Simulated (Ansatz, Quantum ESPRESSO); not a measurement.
# TlBi (Pm-3m): from the cell to the phonon bands

How does TlBi (Pm-3m) vibrate, and is this structure a minimum?

Calculated with Quantum ESPRESSO 7.5; DFT LDA, scalar-relativistic, plane waves, PseudoDojo norm-conserving pseudopotentials.

## (1) Starting point

It takes space group Pm-3m (No. 221, cubic). The conventional cell has a = 3.992 Å, b = 3.992 Å, c = 3.992 Å, α = 90.00°, β = 90.00°, γ = 90.00°. Nearest to Tl lie 8 Bi at 3.46 Å. Nearest to Bi lie 8 Tl at 3.46 Å. Farther neighbours are not listed.

As a file:

```cif
data_structure
_symmetry_space_group_name_H-M 'Pm-3m'
_symmetry_Int_Tables_number 221
_cell_length_a 3.9917
_cell_length_b 3.9917
_cell_length_c 3.9917
_cell_angle_alpha 90.000
_cell_angle_beta 90.000
_cell_angle_gamma 90.000
_cell_volume 63.60
loop_
_atom_site_label
_atom_site_type_symbol
_atom_site_symmetry_multiplicity
_atom_site_Wyckoff_symbol
_atom_site_fract_x
_atom_site_fract_y
_atom_site_fract_z
_atom_site_occupancy
Tl1 Tl 1 a 0.00000 0.00000 0.00000 1
Bi1 Bi 1 b 0.50000 0.50000 0.50000 1
```

## (2) A first look

Before anything dear is run, a loose run with smearing shows whether this is a metal and how far the cell is from rest.

Contents of probe.in:

```
&control
   calculation = 'scf'
   prefix = 'x'
   outdir = './tmp'
   pseudo_dir = './pseudo'
   tprnfor = .true.
   tstress = .true.
   verbosity = 'high'
/
&system
   ibrav = 0
   nat = 2
   ntyp = 2
   ecutwfc = 70.0
   occupations = 'smearing'
   smearing = 'gaussian'
   degauss = 0.01
/
&electrons
   conv_thr = 1.0d-07
   mixing_beta = 0.7
   electron_maxstep = 100
/
ATOMIC_SPECIES
 Tl    204.3800  Tl.upf
 Bi    208.9804  Bi.upf
CELL_PARAMETERS angstrom
     3.991709000    0.000000000    0.000000000
     0.000000000    3.991709000    0.000000000
     0.000000000    0.000000000    3.991709000
ATOMIC_POSITIONS crystal
 Tl     0.000000000   0.000000000   0.000000000
 Bi     0.500000000   0.500000000   0.500000000
K_POINTS automatic
 4 4 4 0 0 0
```

Run with:

```bash
$ OMP_NUM_THREADS=1 mpirun -n 8 pw.x -nk 8 -in probe.in > probe.out
```

Output:

```text
[banners, grids, parts of the stress and lines that vanish by symmetry left out]
Program PWSCF v.7.5
     Message from routine setup:
     using ibrav=0 with symmetry is DISCOURAGED, use correct ibrav instead
[...]
kinetic-energy cutoff     =      70.0000  Ry
     charge density cutoff     =     280.0000  Ry
     scf convergence threshold =      1.0E-07
[...]
Exchange-correlation= SLA  PW   NOGX NOGC
                           (   1   4   0   0   0   0   0)
[...]
48 Sym. Ops., with inversion, found
[...]
(     0          1          0      )
                  (     0          0          1      )
[...]
(  0.0000000  1.0000000  0.0000000 )
                  (  0.0000000  0.0000000  1.0000000 )
[...]
(     0         -1          0      )
                  (     0          0          1      )
[...]
(  0.0000000 -1.0000000  0.0000000 )
[...]
(     0          0          1      )
                  (     1          0          0      )
[...]
( -1.0000000  0.0000000  0.0000000 )
                  (  0.0000000  1.0000000  0.0000000 )
[...]
number of k points=    10  Gaussian smearing, width (Ry)=  0.0100
[...]
End of self-consistent calculation
[...]
the Fermi energy is    10.1080 ev
!    total energy              =    -285.17987578 Ry
[...]
convergence has been achieved in   5 iterations
[...]
atom    1 type  1   force =     0.00000000    0.00000000    0.00000000
     atom    2 type  2   force =     0.00000000    0.00000000    0.00000000
[...]
Total force =     0.000000     Total SCF correction =     0.000000
[...]
total   stress  (Ry/bohr**3)                   (kbar)     P=      -47.37
[...]
XML data file, charge density, pseudopotentials, collected wavefunctions

   JOB DONE.
```

The job ended after 2.3 s (8 MPI ranks of Arm Neoverse V2, shared host).

This step gave:

```
volume per atom   : 31.80 Å³
pressure          : -4.737 GPa
gap on the k-mesh : 0 eV
```

No gap opens on this mesh, so smearing is kept; the start stands at -4.7 GPa.

## (3) Relaxation

The harmonic expansion starts where the forces on the atoms vanish, and stress shifts the frequencies, so cell and atoms are relaxed with tight thresholds.

Contents of relax.in:

```
&control
   calculation = 'vc-relax'
   prefix = 'x'
   outdir = './tmp'
   pseudo_dir = './pseudo'
   tprnfor = .true.
   tstress = .true.
   forc_conv_thr = 2.0d-05
   etot_conv_thr = 1.0d-07
   nstep = 40
/
&system
   ibrav = 0
   nat = 2
   ntyp = 2
   ecutwfc = 70.0
   occupations = 'smearing'
   smearing = 'mv'
   degauss = 0.02
/
&electrons
   conv_thr = 1.0d-11
   mixing_beta = 0.7
   electron_maxstep = 100
/
&ions
/
&cell
   press_conv_thr = 0.1
/
ATOMIC_SPECIES
 Tl    204.3800  Tl.upf
 Bi    208.9804  Bi.upf
CELL_PARAMETERS angstrom
     3.991709000    0.000000000    0.000000000
     0.000000000    3.991709000    0.000000000
     0.000000000    0.000000000    3.991709000
ATOMIC_POSITIONS crystal
 Tl     0.000000000   0.000000000   0.000000000
 Bi     0.500000000   0.500000000   0.500000000
K_POINTS automatic
 8 8 8 0 0 0
```

Run with:

```bash
$ OMP_NUM_THREADS=1 mpirun -n 8 pw.x -nk 8 -in relax.in > relax.out
```

Output:

```text
[banners, grids, parts of the stress and lines that vanish by symmetry left out]
[banner, memory and clock lines left out]
Program PWSCF v.7.5

[...]
kinetic-energy cutoff     =      70.0000  Ry
     charge density cutoff     =     280.0000  Ry
     scf convergence threshold =      1.0E-11
[...]
energy convergence thresh.=      1.0E-07
     force convergence thresh. =      2.0E-05
     press convergence thresh. =      1.0E-01
     Exchange-correlation= SLA  PW   NOGX NOGC
                           (   1   4   0   0   0   0   0)
[...]
48 Sym. Ops., with inversion, found
[...]
number of k points=    35  Marzari-Vanderbilt smearing, width (Ry)=  0.0200
[...]
End of self-consistent calculation
[...]
the Fermi energy is     9.8516 ev
!    total energy              =    -285.17695626 Ry
[...]
convergence has been achieved in   9 iterations
[...]
atom    1 type  1   force =     0.00000000    0.00000000    0.00000000
     atom    2 type  2   force =     0.00000000    0.00000000    0.00000000
     Total force =     0.000000     Total SCF correction =     0.000000
[...]
total   stress  (Ry/bohr**3)                   (kbar)     P=      -42.65
[...]
number of bfgs steps    =   0
[...]
CELL_PARAMETERS (angstrom)
[...]
ATOMIC_POSITIONS (crystal)
Tl               0.0000000000        0.0000000000        0.0000000000
Bi               0.5000000000        0.5000000000        0.5000000000
[...]
New effective cutoffs (rho, wfc):  283.71   71.03
[...]
End of self-consistent calculation
[...]
the Fermi energy is    10.1818 ev
!    total energy              =    -285.17943915 Ry
[...]
convergence has been achieved in   7 iterations
[...]
atom    1 type  1   force =     0.00000000    0.00000000    0.00000000
     atom    2 type  2   force =     0.00000000    0.00000000    0.00000000
     Total force =     0.000000     Total SCF correction =     0.000000
[...]
total   stress  (Ry/bohr**3)                   (kbar)     P=      -36.03
[...]
number of bfgs steps    =   1
[...]
WARNING: bfgs curvature condition failed, Theta= 0.961
[...]
CELL_PARAMETERS (angstrom)
[...]
ATOMIC_POSITIONS (crystal)
Tl               0.0000000000        0.0000000000        0.0000000000
Bi               0.5000000000        0.5000000000        0.5000000000
[...]
New effective cutoffs (rho, wfc):  290.02   72.61
[...]
End of self-consistent calculation
[...]
the Fermi energy is    10.6975 ev
!    total energy              =    -285.18225522 Ry
[...]
convergence has been achieved in   8 iterations
[...]
atom    1 type  1   force =     0.00000000    0.00000000    0.00000000
     atom    2 type  2   force =     0.00000000    0.00000000    0.00000000
     Total force =     0.000000     Total SCF correction =     0.000000
[...]
total   stress  (Ry/bohr**3)                   (kbar)     P=      -24.26
[...]
number of bfgs steps    =   2
[...]
CELL_PARAMETERS (angstrom)
[...]
ATOMIC_POSITIONS (crystal)
[...]
New effective cutoffs (rho, wfc):  299.90   75.08
[...]
End of self-consistent calculation
[...]
the Fermi energy is    11.5186 ev
!    total energy              =    -285.18409850 Ry
[...]
convergence has been achieved in   8 iterations
[...]
atom    1 type  1   force =     0.00000000    0.00000000    0.00000000
     atom    2 type  2   force =     0.00000000    0.00000000    0.00000000
     Total force =     0.000000     Total SCF correction =     0.000000
[...]
total   stress  (Ry/bohr**3)                   (kbar)     P=       -1.81
[...]
number of bfgs steps    =   3
[...]
CELL_PARAMETERS (angstrom)
[...]
ATOMIC_POSITIONS (crystal)
[...]
New effective cutoffs (rho, wfc):  300.69   75.28
[...]
End of self-consistent calculation
[...]
the Fermi energy is    11.5850 ev
!    total energy              =    -285.18410682 Ry
[...]
convergence has been achieved in   7 iterations
[...]
atom    1 type  1   force =     0.00000000    0.00000000    0.00000000
     atom    2 type  2   force =     0.00000000    0.00000000    0.00000000
     Total force =     0.000000     Total SCF correction =     0.000000
[...]
total   stress  (Ry/bohr**3)                   (kbar)     P=        0.21
[...]
number of bfgs steps    =   4
[...]
CELL_PARAMETERS (angstrom)
[...]
ATOMIC_POSITIONS (crystal)
[...]
New effective cutoffs (rho, wfc):  300.61   75.26
[...]
End of self-consistent calculation
[...]
the Fermi energy is    11.5781 ev
!    total energy              =    -285.18410693 Ry
[...]
convergence has been achieved in   5 iterations
[...]
atom    1 type  1   force =     0.00000000    0.00000000    0.00000000
     atom    2 type  2   force =     0.00000000    0.00000000    0.00000000
     Total force =     0.000000     Total SCF correction =     0.000000
[...]
total   stress  (Ry/bohr**3)                   (kbar)     P=       -0.00
[...]
number of bfgs steps    =   5
[...]
small trust_radius: resetting bfgs history
[...]
CELL_PARAMETERS (angstrom)
[...]
ATOMIC_POSITIONS (crystal)
[...]
New effective cutoffs (rho, wfc):  300.61   75.26
[...]
End of self-consistent calculation
[...]
the Fermi energy is    11.5781 ev
!    total energy              =    -285.18410693 Ry
[...]
convergence has been achieved in   1 iterations
[...]
atom    1 type  1   force =     0.00000000    0.00000000    0.00000000
     atom    2 type  2   force =     0.00000000    0.00000000    0.00000000
     Total force =     0.000000     Total SCF correction =     0.000000
[...]
total   stress  (Ry/bohr**3)                   (kbar)     P=       -0.00
[...]
bfgs converged in   7 scf cycles and   6 bfgs steps
[...]
End of BFGS Geometry Optimization
     Final enthalpy           =    -285.1841069346 Ry
     File ./tmp/x.bfgs deleted, as requested
[...]
CELL_PARAMETERS (angstrom)
[...]
ATOMIC_POSITIONS (crystal)
Tl               0.0000000000        0.0000000000        0.0000000000
Bi               0.5000000000        0.5000000000        0.5000000000
[...]
Final scf calculation at the relaxed structure.
[...]
kinetic-energy cutoff     =      70.0000  Ry
     charge density cutoff     =     280.0000  Ry
     scf convergence threshold =      1.0E-13
[...]
press convergence thresh. =      1.0E-01
     Exchange-correlation= SLA  PW   NOGX NOGC
                           (   1   4   0   0   0   0   0)
[...]
48 Sym. Ops., with inversion, found
[...]
number of k points=    35  Marzari-Vanderbilt smearing, width (Ry)=  0.0200
[...]
End of self-consistent calculation
[...]
the Fermi energy is    11.5781 ev
!    total energy              =    -285.18410240 Ry
[...]
convergence has been achieved in  10 iterations
[...]
atom    1 type  1   force =     0.00000000    0.00000000    0.00000000
     atom    2 type  2   force =     0.00000000    0.00000000    0.00000000
     Total force =     0.000000     Total SCF correction =     0.000000
[...]
total   stress  (Ry/bohr**3)                   (kbar)     P=       -0.05
[...]
XML data file, charge density, pseudopotentials, collected wavefunctions
```

Run time: 33 s. Hardware: 8 MPI ranks.

Relaxation path:

```tsv
step	energy less that of the first step (eV)	largest force (eV/Å)	pressure (GPa)	volume (Å³)
1	0.0000	0.0000	-4.26	63.60
2	-0.0338	0.0000	-3.60	62.23
3	-0.0721	0.0000	-2.43	60.21
4	-0.0972	0.0000	-0.18	57.26
5	-0.0973	0.0000	0.02	57.03
6	-0.0973	0.0000	0.00	57.05
7	-0.0973	0.0000	0.00	57.05
8	-0.0972	0.0000	-0.01	57.05
```

```tsv
conventional cell, symmetrised	before	after	change
a (Å)	3.992	3.850	-3.6 %
b (Å)	3.992	3.850	-3.6 %
c (Å)	3.992	3.850	-3.6 %
volume (Å³/atom)	31.80	28.53	-10.3 %
```

Final coordinates:

```cif
data_structure
_symmetry_space_group_name_H-M 'P 1'
_symmetry_Int_Tables_number 1
_cell_length_a 3.8497
_cell_length_b 3.8497
_cell_length_c 3.8497
_cell_angle_alpha 90.000
_cell_angle_beta 90.000
_cell_angle_gamma 90.000
_cell_volume 57.05
loop_
_atom_site_label
_atom_site_type_symbol
_atom_site_fract_x
_atom_site_fract_y
_atom_site_fract_z
_atom_site_occupancy
Tl1 Tl 0.00000 0.00000 0.00000 1
Bi2 Bi 0.50000 0.50000 0.50000 1
```

The last row of the table of steps is pw.x's closing run on a basis chosen anew for the final cell, so its energy can jump.

This step gave:

```
volume per atom : 28.53 Å³
pressure        : -0.005 GPa
```

The volume changes by -10.3 % from the cell with which this run began.

## (4) Self-consistent run for the response

Perturbation theory inherits every error of the wavefunctions, so the threshold is set near the limit of the arithmetic. Smearing stays on, as the first look found no gap above 0.3 eV.

Contents of scf.in:

```
&control
   calculation = 'scf'
   prefix = 'x'
   outdir = './tmp'
   pseudo_dir = './pseudo'
   tprnfor = .true.
   tstress = .true.
/
&system
   ibrav = 0
   nat = 2
   ntyp = 2
   ecutwfc = 70.0
   occupations = 'smearing'
   smearing = 'mv'
   degauss = 0.02
/
&electrons
   conv_thr = 1.0d-12
   mixing_beta = 0.7
   electron_maxstep = 100
/
ATOMIC_SPECIES
 Tl    204.3800  Tl.upf
 Bi    208.9804  Bi.upf
CELL_PARAMETERS angstrom
     3.849735120    0.000000000    0.000000000
     0.000000000    3.849735120    0.000000000
     0.000000000    0.000000000    3.849735120
ATOMIC_POSITIONS crystal
 Tl     0.000000000   0.000000000   0.000000000
 Bi     0.500000000   0.500000000   0.500000000
K_POINTS automatic
 8 8 8 0 0 0
```

Run with:

```bash
$ OMP_NUM_THREADS=1 mpirun -n 8 pw.x -nk 8 -in scf.in > scf.out
```

Output:

```text
[banners, grids, parts of the stress and lines that vanish by symmetry left out]
[banner, memory and clock lines left out]
Program PWSCF v.7.5

[...]
kinetic-energy cutoff     =      70.0000  Ry
     charge density cutoff     =     280.0000  Ry
     scf convergence threshold =      1.0E-12
[...]
Exchange-correlation= SLA  PW   NOGX NOGC
                           (   1   4   0   0   0   0   0)
[...]
48 Sym. Ops., with inversion, found
[...]
number of k points=    35  Marzari-Vanderbilt smearing, width (Ry)=  0.0200
[...]
End of self-consistent calculation
[...]
the Fermi energy is    11.5781 ev
!    total energy              =    -285.18410240 Ry
[...]
convergence has been achieved in  10 iterations
[...]
atom    1 type  1   force =     0.00000000    0.00000000    0.00000000
     atom    2 type  2   force =     0.00000000    0.00000000    0.00000000
     Total force =     0.000000     Total SCF correction =     0.000000
[...]
total   stress  (Ry/bohr**3)                   (kbar)     P=       -0.05
[...]
XML data file, charge density, pseudopotentials, collected wavefunctions
```

Elapsed: 5 s, on 8 MPI ranks; 39 s of CPU time.

The cell stands at -0.005 GPa, close enough for phonons.

## (5) Levels on a dense mesh

The coupling is a sum over pairs of states at the Fermi level and needs a much denser mesh than the density does.

scf_fit.in, as its differences from scf.in of step 4:

```diff
@@ -16,5 +16,6 @@
    degauss = 0.02
+   la2F = .true.
 /
 &electrons
-   conv_thr = 1.0d-12
+   conv_thr = 1.0d-10
    mixing_beta = 0.7
@@ -33,2 +34,2 @@
 K_POINTS automatic
- 8 8 8 0 0 0
+ 16 16 16 0 0 0
```

Run with:

```bash
$ OMP_NUM_THREADS=1 mpirun -n 8 pw.x -nk 8 -in scf_fit.in > scf_fit.out
```

Output:

```text
[banners, grids, parts of the stress and lines that vanish by symmetry left out]
[banner, memory and clock lines left out]
Program PWSCF v.7.5

[...]
kinetic-energy cutoff     =      70.0000  Ry
     charge density cutoff     =     280.0000  Ry
     scf convergence threshold =      1.0E-10
[...]
Exchange-correlation= SLA  PW   NOGX NOGC
                           (   1   4   0   0   0   0   0)
[...]
48 Sym. Ops., with inversion, found
[...]
number of k points=   165  Marzari-Vanderbilt smearing, width (Ry)=  0.0200
[...]
End of self-consistent calculation
[...]
the Fermi energy is    11.6500 ev
!    total energy              =    -285.18364559 Ry
[...]
convergence has been achieved in   8 iterations
[...]
atom    1 type  1   force =     0.00000000    0.00000000    0.00000000
     atom    2 type  2   force =     0.00000000    0.00000000    0.00000000
     Total force =     0.000000     Total SCF correction =     0.000000
[...]
total   stress  (Ry/bohr**3)                   (kbar)     P=       -1.53
[...]
XML data file, charge density, pseudopotentials, collected wavefunctions
```

Elapsed: 15 s, on 8 MPI ranks.

This step gave:

* pressure: -0.153 GPa

## (6) Self-consistent run for the response

The run on the dense mesh left its levels for the electron-phonon sums; ph.x needs the ground state on the coarse mesh, so pw.x runs once more in the same folder.

scf.in is that of step 4.

Run with:

```bash
$ OMP_NUM_THREADS=1 mpirun -n 8 pw.x -nk 8 -in scf.in > scf.out
```

Output:

```text
[banners, grids, parts of the stress and lines that vanish by symmetry left out]
[banner, memory and clock lines left out]
Program PWSCF v.7.5

[...]
kinetic-energy cutoff     =      70.0000  Ry
     charge density cutoff     =     280.0000  Ry
     scf convergence threshold =      1.0E-12
[...]
Exchange-correlation= SLA  PW   NOGX NOGC
                           (   1   4   0   0   0   0   0)
[...]
48 Sym. Ops., with inversion, found
[...]
number of k points=    35  Marzari-Vanderbilt smearing, width (Ry)=  0.0200
[...]
End of self-consistent calculation
[...]
the Fermi energy is    11.5781 ev
!    total energy              =    -285.18410240 Ry
[...]
convergence has been achieved in  10 iterations
[...]
atom    1 type  1   force =     0.00000000    0.00000000    0.00000000
     atom    2 type  2   force =     0.00000000    0.00000000    0.00000000
     Total force =     0.000000     Total SCF correction =     0.000000
[...]
total   stress  (Ry/bohr**3)                   (kbar)     P=       -0.05
[...]
XML data file, charge density, pseudopotentials, collected wavefunctions
```

Run time: 5 s. Hardware: 8 MPI ranks; 39 s of CPU time.

This step gave:

```yaml
pressure: -0.005 GPa
```

(Part 1 of 3 ends here.)

[Host names and launcher messages were left out of these logs when they were recorded.]

[Logs are printed without paths, hosts, clocks, repeated set-up lines and the standing remarks that a program may print on its own settings, such as how far it seeks lower states.]

[Hosts, paths, dates, database ids (printed as entryN), source tags and the programs' standing remarks are cut or masked in the printed files.]
